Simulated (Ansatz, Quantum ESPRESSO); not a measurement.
# Equation of state of zinc blende SiC

How stiff is zinc blende SiC under hydrostatic load? Each row scales the relaxed cell evenly and relaxes the atoms. The phase is followed to these pressures whether or not it stays the stable one.

Calculated with Quantum ESPRESSO 7.5, LDA, GBRV 1.5 ultrasoft potentials, cutoff 680 eV, Fermi–Dirac smearing 0.02 eV, k-mesh 11×11×11, no spin polarisation, no spin-orbit coupling.

Reference cell, relaxed at zero pressure with LDA (F-43m): a = 3.0609 Å, b = 3.0609 Å, c = 3.0609 Å, α = 60.00°, β = 60.00°, γ = 60.00°.

```
atom       x       y       z
  Si  0.0000  0.0000  0.0000
   C  0.7500  0.7500  0.7500
```

```
V (Å³/atom)    V/V0  P (GPa)  E − E0 (meV/atom)
     9.5305  0.9400   15.945               29.0
     9.9360  0.9800    4.805                3.0
    10.3416  1.0200   −4.368                2.7
    10.5444  1.0400   −8.327               10.8
    10.7472  1.0600  −11.917               23.6
```

V0 = 10.1388 Å³ an atom, where the residual pressure P0 is −0.004 GPa. **Question.** Fit the Birch–Murnaghan law and give the pressure and the energy at V = 9.7333 Å³ an atom, a row left out above.

With the Eulerian strain f = ½[(V0/V)^(2/3) − 1] and F = (P − P0)/[3f(1 + 2f)^(5/2)], the third-order law is the line F = B0 + (3/2) B0 (B′ − 4) f.

```
       f  F (GPa)
 0.02106   227.75
 0.00678   228.58
−0.00656   229.25
−0.01291   229.49
−0.01905   229.68
```

A straight line through the 5 rows: the means are −0.002136 for f and 228.95 for F, Σ(Δx)² = 0.001039 and ΣΔxΔy = −0.05063, so the slope is −0.05063/0.001039 = −48.713 and the intercept 228.95 − (−48.713)(−0.002136) = 228.85.

Hence B0 = 228.8 GPa and B′ = 4 + (−48.7)/(1.5 × 228.8) = 3.86. For the withheld volume f = 0.01379, F = 228.17 GPa and P = 10.10 GPa. The run itself gives 10.10 GPa, so the estimate misses by 0.00 GPa, a rounding's worth.

Integrating the same law gives E − E0 = (9/2) B0 V0 f²[1 + (B′ − 4) f] + P0(V0 − V), with 1 GPa Å³ = 6.2415 meV: 12.4 meV an atom. The run itself gives 12.5 meV, so the estimate misses by 0.1 meV, a rounding's worth.

The same fit over all rows at other levels or in other programs gives B0 = 222 GPa with PBEsol (Quantum ESPRESSO, GBRV), 221 GPa with PBEsol (Quantum ESPRESSO, PseudoDojo) and 227 GPa with r2SCAN (Ansatz).

Measured bulk modulus: 228 GPa (arxiv:1808.08201), against 229 GPa here (0 %).

The calculation is for a static lattice, while measurements hold thermal and zero-point motion.

[Logs are printed without paths, hosts, clocks, repeated set-up lines and the standing remarks that a program may print on its own settings, such as how far it seeks lower states.]
